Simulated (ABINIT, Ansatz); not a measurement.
# Quasiparticle gap of BiOBr (P4/nmm) in ABINIT, part 3 of 3

Aim: the G0W0 gap of BiOBr (P4/nmm) on PBEsol, step by step.

ABINIT 10.8.3; PBEsol and many-body steps on it, plane waves. Known limits of the many-body steps: not at the basis limit; no spin-orbit coupling; coarse k mesh.

So far. Step 3 (Bands along the symmetry lines): The gap is 2.096 eV, −0.054 eV from the run before at this level. Step 4 (Empty states on the mesh, 4×4×2 mesh, 116 bands): On this mesh the gap is 2.211 eV. The earlier step found 2.150 eV, so this mesh misses an edge.

The database entry behind the starting cell differs from later determinations by our own check (0.1 to 0.3 % short, probably kX units), so it need not match the best structure at ambient conditions.

## Step 5: Screening, 4×4×2 mesh, 106 bands, screening to 98 eV

The RPA dielectric matrix is built and inverted for each q.

This step: RPA screening on PBEsol, plane waves, norm-conserving pseudopotentials.

Contents of run.abi:

```
acell 3*1.0 Angstrom
rprim 
  3.916000000000 0.000000000000 0.000000000000
  0.000000000000 3.916000000000 0.000000000000
  0.000000000000 0.000000000000 8.077000000000
ntypat 3
znucl 83 35 8
natom 6
typat 1 1 2 2 3 3
xred 
  0.000000000000 0.500000000000 0.154000000000
  0.500000000000 0.000000000000 0.846000000000
  0.000000000000 0.500000000000 0.653000000000
  0.500000000000 0.000000000000 0.347000000000
  0.000000000000 0.000000000000 0.000000000000
  0.500000000000 0.500000000000 0.000000000000
pp_dirpath "pseudos"
pseudos "Bi.upf, Br.upf, O.upf"
ecut 42
ngkpt 4 4 2
nshiftk 1
shiftk 0 0 0
kptopt 1
chksymbreak 0
istwfk *1
occopt 1
irdwfk 1
optdriver 3
nband 106
ecuteps 3.6
inclvkb 2
awtr 1
symchi 1
indata_prefix "in"
outdata_prefix "out"
tmpdata_prefix "tmp"
```

Launch:

```console
OMP_NUM_THREADS=1 mpirun -n 4 abinit run.abi > log
```

Numbers of over 12 decimals in the logs are rounded to 6 here.

The log of the run:

```text
.Version 10.8.3 of ABINIT. v10.8.2 released Aug 2026.

 Symmetries : space group P4/n m m (#129); Bravais tP (primitive tetrag.)
[... echo of the input left out ...]
== DATASET  1 ==================================================================
-   mpi_nproc: 4, omp_nthreads: 1 (-1 if OMP is not activated)

--- !DatasetInfo
iteration_state: {dtset: 1, }
dimensions: {natom: 6, nkpt: 12, mband: 106, nsppol: 1, nspinor: 1, nspden: 1, mpw: 10904, }
cutoff_energies: {ecut:  42.0, pawecutdg:  -1.0, }
electrons: {nelect:   9.20000000E+01, charge:   0.00000000E+00, occopt:   1.00000000E+00, tsmear:   1.00000000E-02, }

 SCREENING: Calculation of the susceptibility and dielectric matrices

 Based on a program developped by R.W. Godby, V. Olevano, G. Onida, and L. Reining.
 Incorporated in ABINIT by V. Olevano, G.-M. Rignanese, and M. Torrent.
.Using double precision arithmetic ; gwpc =  8

[... cell and pseudopotentials left out ...]
--------------------------------------------------------------------------------

 ==== K-mesh for the wavefunctions ====
 Number of points in the irreducible wedge :    12
[... list of points left out ...]
 Together with 16 symmetry operations and time-reversal symmetry
 yields    32 points in the full Brillouin Zone.

 ==== Q-mesh for the screening function ====
 Number of points in the irreducible wedge :    12
[... list of points left out ...]
 Together with 16 symmetry operations and time-reversal symmetry
 yields    32 points in the full Brillouin Zone.

 setmesh: FFT mesh size selected  =    30x   30x   60
          total number of points  =        54000

 vcoul_init : cutoff-mode = AUXILIARY_FUNCTION
 q-points for optical limit:   1
     1)      0.000010    0.000020    0.000030

- screening: taking advantage of time-reversal symmetry
- Maximum band index for partially occupied states nbvw = 46
- Remaining bands to be divided among processors   nbcw = 60
- Number of bands treated by each node ~15

 Number of electrons calculated from density =   92.0000; Expected =   92.0000
 average of density, n =  0.110067
 r_s =    1.2944
 omega_plasma =   32.0025 [eV]

 calculating chi0 at frequencies [eV] :
  1    0.000000E+00    0.000000E+00
  2    0.000000E+00    3.200247E+01

--------------------------------------------------------------------------------
  q-point number  1        q = ( 0.000000, 0.000000, 0.000000) [r.l.u.]
--------------------------------------------------------------------------------
[... chi0 elements left out ...]
 For q-point:  0.000010 0.000020 0.000030
  dielectric constant =   6.7817
  dielectric constant without local fields =   7.6838

  Average fulfillment of the sum rule on Im[epsilon] for q-point    1 :     37.94  [%]
[... wings left out ...]
  q-point number  2        q = ( 0.250000, 0.000000, 0.000000) [r.l.u.]
--------------------------------------------------------------------------------
[... chi0 elements left out ...]
  Average fulfillment of the sum rule on Im[epsilon] for q-point    2 :     45.21  [%]

 [... 10 further q-points ...]
```

Wall time 6.4 min (4 MPI ranks of Intel Xeon Platinum 8259CL at 2.50GHz (Skylake/Cascade Lake), shared host); peak memory 3.5 GiB.

Numbers from this step:

```
ε∞ with local fields, on this mesh, along the program's q direction : 6.782
the same without local fields                                       : 7.684
plasma frequency                                                    : 32.00 eV
plane waves in the screening matrix                                 : 265
```

Local fields lower ε∞ by 12 %. On a Γ-centred mesh this coarse the value itself is usually too large, while a short band sum pulls it down.

## Step 6: Self-energy, 4×4×2 mesh, 106 bands, screening to 98 eV

The self-energy is evaluated for the states that the input lists, and the levels follow from it, in one-shot runs by the linearised quasiparticle equation.

This step: G0W0 on PBEsol, plane waves, norm-conserving pseudopotentials.

Edit run.abi of step 5 so:

```diff
@@ -27,8 +27,19 @@
 irdwfk 1
-optdriver 3
+optdriver 4
 nband 106
+gwcalctyp 0
+ecutsigx 42
+symsigma 1
+nkptgw 3
+kptgw 
+  0.5000000000 0.0000000000 0.5000000000
+  0.0000000000 0.0000000000 0.5000000000
+  0.0000000000 0.0000000000 0.0000000000
+bdgw 
+  45 48
+  44 48
+  44 48
 ecuteps 3.6
-inclvkb 2
-awtr 1
-symchi 1
+irdscr 1
+ppmodel 1
 indata_prefix "in"
```

The log of the run:

```text
.Version 10.8.3 of ABINIT. v10.8.2 released Aug 2026.

 Symmetries : space group P4/n m m (#129); Bravais tP (primitive tetrag.)
[... echo of the input left out ...]
== DATASET  1 ==================================================================
-   mpi_nproc: 4, omp_nthreads: 1 (-1 if OMP is not activated)

--- !DatasetInfo
iteration_state: {dtset: 1, }
dimensions: {natom: 6, nkpt: 12, mband: 106, nsppol: 1, nspinor: 1, nspden: 1, mpw: 10904, }
cutoff_energies: {ecut:  42.0, pawecutdg:  -1.0, }
electrons: {nelect:   9.20000000E+01, charge:   0.00000000E+00, occopt:   1.00000000E+00, tsmear:   1.00000000E-02, }

 SIGMA: Calculation of the GW corrections

 Based on a program developped by R.W. Godby, V. Olevano, G. Onida, and L. Reining.
 Incorporated in ABINIT by V. Olevano, G.-M. Rignanese, and M. Torrent.
.Using double precision arithmetic ; gwpc =  8

[... cell and pseudopotentials left out ...]
--------------------------------------------------------------------------------

 ==== K-mesh for the wavefunctions ====
 Number of points in the irreducible wedge :    12
[... list of points left out ...]
 Together with 16 symmetry operations and time-reversal symmetry
 yields    32 points in the full Brillouin Zone.

 ==== Q-mesh for screening function ====
 Number of points in the irreducible wedge :    12
[... list of points left out ...]
 Together with 16 symmetry operations and time-reversal symmetry
 yields    32 points in the full Brillouin Zone.

 vcoul_init : cutoff-mode = AUXILIARY_FUNCTION
 q-points for optical limit:   1
     1)      0.000010    0.000020    0.000030
 setmesh: FFT mesh size selected  =    48x   48x   96
          total number of points  =       221184

 Number of electrons calculated from density =   92.0000; Expected =   92.0000
 average of density, n =  0.110067
 r_s =    1.2944
 omega_plasma =   32.0025 [eV]

 === KS Band Gaps ===
  >>>> For spin  1
   Minimum direct gap =   2.2764 [eV], located at k-point      :   0.0000  0.0000  0.5000
   Fundamental gap    =   2.2113 [eV], Top of valence bands at :   0.5000  0.0000  0.5000
                                       Bottom of conduction at :   0.0000  0.0000  0.5000
 SIGMA fundamental parameters:
 PLASMON POLE MODEL  1
 number of plane-waves for SigmaX                10817
 number of plane-waves for SigmaC and W            265
 number of plane-waves for wavefunctions         10817
 number of bands                                   106
 number of independent spin polarizations            1
 number of spinorial components                      1
 number of k-points in IBZ                          12
 number of q-points in IBZ                          12
 number of symmetry operations                      16
 number of k-points in BZ                           32
 number of q-points in BZ                           32
 number of frequencies for dSigma/dE                 9
 frequency step for dSigma/dE [eV]                0.25
 number of omega for Sigma on real axis              0
 max omega for Sigma on real axis  [eV]           0.00
 zcut for avoiding poles [eV]                     0.10

 EPSILON^-1 parameters (SCR file):
 dimension of the eps^-1 matrix on file            265
 dimension of the eps^-1 matrix used               265
 number of plane-waves for wavefunctions         10817
 number of bands                                   106
 number of q-points in IBZ                          12
 number of frequencies                               2
 number of real frequencies                          1
 number of imag frequencies                          1

 matrix elements of self-energy operator (all in [eV])

 Perturbative Calculation

--- !SelfEnergy_ee
iteration_state: {dtset: 1, }
kpoint     : [   0.500,    0.000,    0.500, ]
spin       : 1
KS_gap     :    4.214
QP_gap     :    5.804
Delta_QP_KS:    1.590
data: !SigmaeeData |
     Band     E0 <VxcDFT>   SigX SigC(E0)      Z dSigC/dE  Sig(E)    E-E0       E
       45   5.243 -16.547 -20.523   3.291   0.801  -0.248 -17.096  -0.549   4.694
       46   5.243 -16.547 -20.523   3.291   0.801  -0.248 -17.096  -0.549   4.694
       47   9.457 -13.749  -9.799  -2.686   0.824  -0.214 -12.707   1.041  10.498
       48   9.457 -13.749  -9.799  -2.686   0.824  -0.214 -12.707   1.041  10.498

--- !SelfEnergy_ee
iteration_state: {dtset: 1, }
kpoint     : [   0.000,    0.000,    0.500, ]
spin       : 1
KS_gap     :    2.276
QP_gap     :    4.221
Delta_QP_KS:    1.945
data: !SigmaeeData |
     Band     E0 <VxcDFT>   SigX SigC(E0)      Z dSigC/dE  Sig(E)    E-E0       E
       44   4.864 -15.232 -19.927   3.361   0.806  -0.240 -16.307  -1.075   3.789
       45   4.864 -15.232 -19.927   3.361   0.806  -0.240 -16.307  -1.075   3.789
       46   5.178 -15.253 -19.583   3.039   0.813  -0.230 -16.303  -1.050   4.128
       47   7.455 -12.249  -8.489  -2.687   0.834  -0.199 -11.354   0.895   8.349
       48   7.787 -12.293  -8.241  -2.845   0.838  -0.193 -11.282   1.011   8.799

--- !SelfEnergy_ee
iteration_state: {dtset: 1, }
kpoint     : [   0.000,    0.000,    0.000, ]
spin       : 1
KS_gap     :    3.013
QP_gap     :    4.907
Delta_QP_KS:    1.894
data: !SigmaeeData |
     Band     E0 <VxcDFT>   SigX SigC(E0)      Z dSigC/dE  Sig(E)    E-E0       E
       44   4.554 -14.966 -19.510   3.341   0.804  -0.244 -15.933  -0.967   3.587
       45   4.554 -14.966 -19.510   3.341   0.804  -0.244 -15.933  -0.967   3.587
       46   4.640 -14.409 -18.347   2.830   0.814  -0.229 -15.311  -0.902   3.738
       47   7.652 -12.998  -9.052  -2.754   0.833  -0.200 -12.005   0.993   8.645
       48   8.581 -13.310  -9.736  -2.525   0.831  -0.204 -12.439   0.872   9.453

== END DATASET(S) ==============================================================
================================================================================

 -outvars: echo values of variables after computation  --------
           etotal      0.0000000000E+00
            nband         106
             nkpt          12
          spgroup         129
 [... the other variables as echoed above ...]

 Calculation completed.
```

Elapsed: 55 s, on 4 MPI ranks; peak memory 3.1 GiB; 3.6 min of CPU time.

This step gave:

```
G0W0 gap on the points computed              : 3.655 eV
starting gap on the mesh                     : 2.211 eV
k of the valence top                         : 0.5, 0, 0.5
k of the conduction bottom                   : 0, 0, 0.5
Z at the valence top                         : 0.801
Z at the conduction bottom                   : 0.834
least direct G0W0 gap on the computed points : 4.221 eV
```

The gap on the mesh goes from 2.21 eV to 3.66 eV, a correction of +1.44 eV. The start differs from the 2.15 eV found before because the two sample other k points.

Limits: finite bands, cutoff and mesh; no spin-orbit coupling; coarse k mesh. v1 is the top filled band, c1 the lowest empty one. The levels before and after the correction (eV, zero at the valence-band top of each column):

```csv
,conduction bottom,valence top
Kohn-Sham,2.21,0.00
G0W0,3.65,0.00
```

```csv
,level,energy (eV)
Kohn-Sham,(0.5 0 0.5) v2-v1,0.000
Kohn-Sham,(0.5 0 0.5) c1-c2,4.214
Kohn-Sham,(0 0 0.5) v3-v2,-0.379
Kohn-Sham,(0 0 0.5) v1,-0.065
Kohn-Sham,(0 0 0.5) c1,2.211
Kohn-Sham,(0 0 0.5) c2,2.544
G0W0,(0.5 0 0.5) v2-v1,0.000
G0W0,(0.5 0 0.5) c1-c2,5.804
G0W0,(0 0 0.5) v3-v2,-0.905
G0W0,(0 0 0.5) v1,-0.566
G0W0,(0 0 0.5) c1,3.655
G0W0,(0 0 0.5) c2,4.105
```

## Step 7: Where the time went

Times are wall times on 4 MPI ranks of Intel Xeon Platinum 8259CL at 2.50GHz (Skylake/Cascade Lake), shared host, good to a factor of about two.

```csv
step,time,share,memory (GiB)
ground state,6.6 min,27 %,0.74
bands along the symmetry lines,6.7 min,28 %,1.0
empty states on the mesh,3.7 min,15 %,0.65
screening,6.4 min,26 %,3.5
self-energy,55 s,4 %,3.1
```

## Step 8: Summary of results

| Property | Result |
| --- | --- |
| PBEsol gap | 2.10 eV, indirect |
| G0W0 gap on the mesh | 3.66 eV |
| G0W0 gap over the zone (rigid shift) | 3.54 eV |
| GW settings | 4×4×2 mesh, 106 bands, screening to 98 eV, Godby-Needs plasmon pole |
| known limits | not at the basis limit; no spin-orbit coupling; coarse k mesh |

G0W0 moves the gap on the mesh from 2.21 eV to 3.66 eV (+1.44 eV), with Z of 0.80 and 0.83 at the edges. The mesh misses the band edges by 0.12 eV in all; a rigid shift gives 3.54 eV for the zone. Local fields lower the RPA ε∞ on this mesh from 7.68 to 6.78; a Γ-centred mesh this coarse tends to raise both, most where the direct gap is narrow, while a short band sum lowers them. Only 3 of the mesh's irreducible points were corrected, so a valley elsewhere could overtake. Bands and cutoff are finite, so the gap is not at the basis limit. The miss can reach some tenths of an eV and take either sign; the mesh is an error of its own. In the G0W0 run levels were corrected at 3 k points alone, so a gap called «on the mesh» is the least over those, and an edge elsewhere would be missed. A denser mesh or path gives a starting gap of 2.10 eV: the GW mesh misses a band edge, so its gaps are not the fundamental one. The 4×4×2 mesh is coarse for this cell, which bears on the long-range parts of exchange and screening. Where an edge is built on 6p states of lead, bismuth or thallium, scalar-relativistic gaps usually stand too wide, by a few tenths to over one eV. The many-body steps are scalar-relativistic: spin-orbit coupling is not in them.

[Paths, hosts, dates, memory and timing lines, banners, echoed tables and standing remarks are left out of the program output.]

[Logs are printed without paths, hosts, clocks, repeated set-up lines and the standing remarks that a program may print on its own settings, such as how far it seeks lower states.]

[Runs of the session that timed out or met a known fault of the program may be left out.]

[Hosts, paths, dates, database ids (printed as entryN), source tags and the programs' standing remarks are cut or masked in the printed files.]

[G0W0 gaps are taken among the corrected bands and points alone; a level outside them can change the order at an edge.]

[Where Ansatz stands beside ABINIT at settings called matched, ABINIT's density can come from a denser mesh and the files from another edition; pairs whose starting gaps differed by over 0.03 eV were left out, so agreement reads better than it is.]
